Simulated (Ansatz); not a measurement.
## HfO2 (model cell, started as fluorite): phonons and vibrational spectra

Wanted: vibrations and spectra of HfO2 (model cell, started as fluorite); the cell is already relaxed. After the zone centre comes a 4×4×4 q mesh on a 8×8×8 k mesh.

Main program and level: Ansatz 0.2.0; DFT PBE, scalar-relativistic, plane waves, PAW; PAW set soft_1.

### 1. The structure

The structure is cubic, space group Fm-3m (No. 225). The conventional cell has a = 5.098 Å, b = 5.098 Å, c = 5.098 Å, α = 90.00°, β = 90.00°, γ = 90.00°. Nearest to Hf lie 8 O at 2.21 Å. Nearest to O lie 4 Hf at 2.21 Å. Farther neighbours and most contacts between anions are not listed.

Structure file:

```cif
data_structure
_symmetry_space_group_name_H-M 'P 1'
_symmetry_Int_Tables_number 1
_cell_length_a 3.6049
_cell_length_b 3.6049
_cell_length_c 3.6049
_cell_angle_alpha 60.000
_cell_angle_beta 60.000
_cell_angle_gamma 60.000
_cell_volume 33.13
loop_
_atom_site_label
_atom_site_type_symbol
_atom_site_fract_x
_atom_site_fract_y
_atom_site_fract_z
_atom_site_occupancy
Hf1 Hf 0.00000 0.00000 0.00000 1
O2 O 0.25000 0.25000 0.25000 1
O3 O 0.75000 0.75000 0.75000 1
```

### 2. Linear response at the zone centre

The cell comes from relaxations at this level that are not shown. The zone centre comes first: it holds the modes that light can see, as far as symmetry allows. The response to a homogeneous field gives the Born charges and the dielectric tensor.

Contents of input.yaml:

```yaml
crystal:
  lattice:
    - [0.0, 2.5490453536, 2.5490453536]
    - [2.5490453536, 0.0, 2.5490453536]
    - [2.5490453536, 2.5490453536, 0.0]
  atoms:
    - { symbol: Hf, position: [0.0, 0.0, 0.0] }
    - { symbol: O, position: [0.25, 0.25, 0.25] }
    - { symbol: O, position: [0.75, 0.75, 0.75] }
kpoints:
  mp_grid: { grid: [8, 8, 8] }
hamiltonian:
  xc: pbe
  pseudopotentials: { kind: paw, azcp: { folder: soft_1 } }
scf:
  occupations: { method: fixed }
output:
  eigenvalues: true
phonons:
  method: dfpt
  dielectric: true
  rigid_motions: translations
```

Command:

```bash
$ ansatz run input.yaml --threads 4 --pin off --max-ram 16384MiB --backend cpu --events-out ev --progress --plain --runs-dir out
```

Numbers of over 12 decimals in the logs are rounded to 6 here.

What it wrote:

```text
Engine: ansatz 0.2.0, aarch64-unknown-linux-gnu
Pseudopotentials: kind: paw
Pseudopotential: Hf, paw, valence charge 26, recommended cutoff 420 eV (normal), soft_1/Hf.paw.azcp
Pseudopotential: O, paw, valence charge 6, recommended cutoff 420 eV (normal), soft_1/O.paw.azcp
Functional definition: PBE
  parameter kappa = 0.804
  parameter beta = 0.066725
  exchange = pbe_x(kappa = kappa, mu = beta*pi^2/3)
  correlation = pbe_c(beta = beta)
Crystal: 3 atoms, lattice volume = 33.126 Å³
Basis set: ecut = 420 eV, 645 PW (Γ), exchange–correlation on 50×50×50 points (8 copies of the dense FFT grid, shifted against one another)
Bands: 23, of which v1, the nominal top of the filled ones, is band 19 counted from 1 (18 counted from 0)
Symmetry: 48 space group operations
k-points: 95 of 512 (irreducible under 4 space group operations, time reversal used)
Non-local potential: Hf, projectors of the file, l = 0: 3, l = 1: 2, l = 2: 2, l = 3: 3
Non-local potential: O, projectors of the file, l = 0: 2, l = 1: 2, l = 2: 1
PAW form: soft (Blöchl's): semilocal exchange-correlation on the pseudo side does not see the compensation charge
PAW one-centre angular grid: Hf, 590 points (default); XC on 64 Gauss nodes
PAW one-centre angular grid: O, 110 points (default); XC on 64 Gauss nodes
Initial density: superposition of atomic densities (chi_scale 0.1, normalization cell, long waves kept (reshape's long-wave potential 0.00 eV rms))
Initial wavefunctions: pseudopotential atomic-orbital guess
Functional: x = pbe(κ = 0.804, μ = 0.219515), c = pbe(β = 0.066725)
SCF iter   1: F=—  HF=-16862.742438 eV  |F-HF|=—  |Δ(HF+E_count)|=         —  Δρ=8.52e-2  dr2=1.75e0  ethr=3.10e-3  ⟨swp⟩=4.1  Hψ=7167  notcnv=0  defer=186
preconditioner: auto → none  [insulator: Δε(μ)=3.226 eV  Ē_g=19.214 eV  n_scr=14 (ndim 8)  ℏωp=38.7 eV  f_vac=0.002  ε∞_Penn≈5.1]
SCF iter   2: F=—  HF=-16862.293572 eV  |F-HF|=—  |Δ(HF+E_count)|=   4.49e-1  Δρ=3.27e-2  dr2=2.78e-1  ethr=3.10e-3  ⟨swp⟩=2.0  Hψ=5064  notcnv=0  defer=130
SCF iter   3: F=—  HF=-16862.269975 eV  |F-HF|=—  |Δ(HF+E_count)|=   2.36e-2  Δρ=2.56e-2  dr2=1.19e-1  ethr=7.31e-4  ⟨swp⟩=2.0  Hψ=3800  notcnv=0  defer=190
SCF iter   4: F=—  HF=-16862.252997 eV  |F-HF|=—  |Δ(HF+E_count)|=   1.70e-2  Δρ=5.81e-3  dr2=6.90e-3  ethr=3.13e-4  ⟨swp⟩=2.8  Hψ=4161  notcnv=0  defer=190
SCF iter   5: F=—  HF=-16862.256220 eV  |F-HF|=—  |Δ(HF+E_count)|=   3.22e-3  Δρ=2.86e-3  dr2=9.47e-4  ethr=1.81e-5  ⟨swp⟩=2.0  Hψ=4516  notcnv=0  defer=190
SCF iter   6: F=—  HF=-16862.256678 eV  |F-HF|=—  |Δ(HF+E_count)|=   4.57e-4  Δρ=3.02e-4  dr2=1.07e-5  ethr=2.49e-6  ⟨swp⟩=2.2  Hψ=3526  notcnv=0  defer=190
SCF iter   7: F=—  HF=-16862.256691 eV  |F-HF|=—  |Δ(HF+E_count)|=   1.30e-5  Δρ=2.70e-5  dr2=8.42e-8  ethr=2.82e-8  ⟨swp⟩=2.1  Hψ=3795  notcnv=0  defer=3
SCF iter   8: F=—  HF=-16862.256693 eV  |F-HF|=—  |Δ(HF+E_count)|=   2.40e-6  Δρ=2.46e-6  dr2=1.11e-9  ethr=2.22e-10  ⟨swp⟩=2.4  Hψ=4112  notcnv=0
SCF iter   9: F=-16862.256693 eV  HF=-16862.256693 eV  |F-HF|=3.64e-12  |Δ(HF+E_count)|=  2.22e-10  Δρ=2.71e-7  dr2=1.71e-11  ethr=1.00e-12  ⟨swp⟩=9.2  Hψ=15372  notcnv=0
SCF 1 converged in 9 iterations: F = -16862.256693 eV  dr2 = 1.71e-11
  greatest PAW one-centre occupation: 0.999 electrons in one spin orbital (limit 2), on the Hf atom at site 0 (counted from 0), in its partial waves of l = 3
DFPT response loops at Γ: preconditioner auto → none (the input reference at scf.mixing.eps_inf says where Resta's filter doesn't serve); β = 0.50; Broyden in place of MSR1
SCF converged after 9 iterations
Free energy (F): -16862.256693 eV
Harris-Foulkes:  -16862.256693 eV  (|F-HF|=3.64e-12)
Internal energy: -16862.256693 eV  (E = F + TS)
E sigma→0 (E₀):  -16862.256693 eV
Fermi energy:    14.511797 eV
--- Per-component energies (eV) ---
  E_band       = -6.312903
  E_kinetic    = 741.473319
  E_local      = -7023.862605  (includes V_loc(G=0)·N_el)
  E_nonlocal   = 168.646096
  E_hartree    = 3346.465137
  E_xc         = -409.483891
  E_vxc        = -437.350773  (∫ρ·V_xc dr)
  E_paw        = -8024.675730  (= ΣΔE_a)
  E_vpaw       = -148.150766  (= ΣTr[D̂ρ^β])
  E_aug_tail   = 0.001820  (compensation charges beyond the density's cutoff)
  E_ewald      = -5660.820840
  E_smearing   = -0.000000  (= −TS)
  E_closure    = 0.000000  (closes the sum)
  Σ components = -16862.256693   (vs F -16862.256693, Δ=0.00e0)
--- Band table (eV; the first three rows and the last of 95) ---
  k-point 0: bands = [... 15 lower, 9.2199, 13.9012, 13.9012, 13.9012, 18.3602, 18.3602, 20.1645, 24.7399]
  k-point 1: bands = [... 15 lower, 9.6373, 13.4415, 13.6224, 13.6224, 18.6372, 18.6372, 20.7761, 24.0668]
  k-point 2: bands = [... 15 lower, 10.6007, 12.5306, 13.1089, 13.1089, 19.0529, 19.0529, 21.4342, 23.5557]
  k-point 94: bands = [... 15 lower, 11.9564, 11.9564, 13.0966, 14.3078, 19.2658, 19.5959, 21.4549, 21.4549]
--- Phonons (Γ-DFPT): 2 representative perturbations + reference, on 95 of 512 k-points (Σ response iterations 9) ---
  k mesh reduced under 4 symmetry operations, with k and −k counted as one. Each operation leaves every solved perturbation unchanged. A smaller set is not considered because the run solves the response to a homogeneous field
  ASR residual: 1.142e-4 → 0.000e0 eV/Å²; symmetrization residual: 8.433e-7 eV/Å²
  ASR residual per site (eV/Å²): 4.88e-6 1.14e-4 1.14e-4
  Γ frequencies (cm⁻¹): 0.00 0.00 0.00 216.31 216.31 216.31 563.55 563.55 563.55
  ε∞ (high-frequency dielectric tensor):
        5.303988    -0.000000     0.000000
        0.000000     5.303988     0.000000
        0.000000     0.000000     5.303988
  ε⁰ (static dielectric tensor: ions relaxed, cell fixed):
       41.274753     0.000000    -0.000000
        0.000000    41.274753    -0.000000
       -0.000000    -0.000000    41.274753
  ε⁰ − ε∞ (ionic part):
       35.970765     0.000000    -0.000000
        0.000000    35.970765    -0.000000
       -0.000000    -0.000000    35.970765
  softest optical mode at Γ: 216.31 cm⁻¹; the repairs (sum rule, projections) moved no ω² at Γ by more than (1.44 cm⁻¹)²
  Born effective charges Z* (e; rows j = field, columns β = displacement):
    site 0:
         5.54469   -0.00000    0.00000
         0.00000    5.54469    0.00000
         0.00000   -0.00000    5.54469
    site 1:
        -2.77234    0.00000   -0.00000
         0.00000   -2.77234   -0.00000
         0.00000    0.00000   -2.77234
    site 2:
        -2.77234    0.00000   -0.00000
         0.00000   -2.77234   -0.00000
         0.00000    0.00000   -2.77234
  Z* charge neutrality: 3.839e-5 e pre-enforcement
  k-mesh period / interband length: 28.8 Å / 1.36 Å = 21.24 at k = (0.0000, 0.0000, 0.0000), direct gap 4.459 eV — 14 or more, which is no proof of convergence
  optical modes at Γ without the LO–TO term, one row a degenerate level:
      ω (cm⁻¹)  modes    IR ((D/Å)²/amu)
        216.31      3            78.4206
        563.55      3             0.0000
  optical modes at Γ + LO–TO along q̂ = [1.0000, 0.0000, 0.0000]:
      ω (cm⁻¹)  modes    IR ((D/Å)²/amu)
        216.31      2            52.2804
        563.55      3             0.0000
        603.42      1            26.1402
  optical modes at Γ + LO–TO along q̂ = [0.0000, 1.0000, 0.0000]:
      ω (cm⁻¹)  modes    IR ((D/Å)²/amu)
        216.31      2            52.2804
        563.55      3             0.0000
        603.42      1            26.1402
  optical modes at Γ + LO–TO along q̂ = [0.0000, 0.0000, 1.0000]:
      ω (cm⁻¹)  modes    IR ((D/Å)²/amu)
        216.31      2            52.2804
        563.55      3             0.0000
        603.42      1            26.1402
```

The job ended after 13 s (4 threads of Arm Neoverse V1, shared host; peak memory 0.59 GiB).

This step gave:

* gap on the k-mesh: 3.747 eV
* volume per atom: 11.04 Å³
* sum-rule residual before enforcement: 1.14e-4 eV/Å²
* miss of the charge sum rule: 3.84e-5 e
* point group: m-3m
* highest optical mode at the zone centre (no LO-TO term): 563.5 cm⁻¹
* lowest optical zone-centre mode: 216.3 cm⁻¹
* mean high-frequency dielectric constant: 5.304
* largest Born charge (third of the trace): 5.545 e
* mean static dielectric constant: 41.27
* top of the zone-centre spectrum with the field: 603.4 cm⁻¹

Without the LO-TO term. Patterns of degenerate modes are one choice out of their space. The modes at Γ (shares of kinetic energy by element, %):

```
mode  frequency (cm⁻¹)  symmetry  Hf %  O %
   1               0.0  acoustic    85   15
   2               0.0  acoustic    85   15
   3               0.0  acoustic    85   15
   4             216.3       T1u    15   85
   5             216.3       T1u    15   85
   6             216.3       T1u    15   85
   7             563.5       T2g     0  100
   8             563.5       T2g     0  100
   9             563.5       T2g     0  100
```

Displacements in mode 6 (216.3 cm⁻¹), the largest set to 1:
```
Hf1  0.00  0.00 -0.18
O2   0.00  0.00  1.00
O3   0.00  0.00  1.00
```

Displacements in mode 8 (563.5 cm⁻¹), the largest set to 1:
```
Hf1  0.00  0.00  0.00
O2   0.00  1.00  0.56
O3   0.00 -1.00 -0.56
```

Optical modes at the zone centre, without and with the macroscopic field of the longitudinal modes; each column is sorted by frequency, so a row need not hold one and the same mode. Modes with and without the field, by row:

```csv
rank among optical modes,no field (cm⁻¹),"q along (1, 0, 0) (cm⁻¹)"
1,216.3,216.3
2,216.3,216.3
3,216.3,563.5
4,563.5,563.5
5,563.5,563.5
6,563.5,603.4
```

Born charge (rows field, columns displacement) (e), principal values of the symmetric part by kind of site:

```
atom  atoms with these values    low  middle   high   mean
 Hf1                        1   5.54    5.54   5.54   5.54
  O2                        2  -2.77   -2.77  -2.77  -2.77
```

In full for Hf1:

```
5.54 0.00 0.00
0.00 5.54 0.00
0.00 0.00 5.54
```

High-frequency dielectric tensor:

```
5.30 0.00 0.00
0.00 5.30 0.00
0.00 0.00 5.30
```

Static dielectric tensor (ions relaxed, fixed cell):

```
41.27  0.00  0.00
 0.00 41.27  0.00
 0.00  0.00 41.27
```

Transverse modes. Lines of the infrared spectrum (strongest = 100):

| position (cm⁻¹) | label | relative intensity |
| --- | --- | --- |
| 216 | T1u | 100 |
| 564 | T2g | 0.0 |

Before it was imposed, the acoustic sum rule was missed by 1.1e-4 eV/Å² and the charge sum rule by 3.8e-5 e. Small misses are needed for a sound result but don't prove that mesh and cutoff are converged. The lowest optical mode is real, 216 cm⁻¹.

(Part 1 of 2 ends here.)

[Logs are printed without paths, hosts, clocks, repeated set-up lines and the standing remarks that a program may print on its own settings, such as how far it seeks lower states.]

[Hosts, paths, dates, database ids (printed as entryN), source tags and the programs' standing remarks are cut or masked in the printed files.]
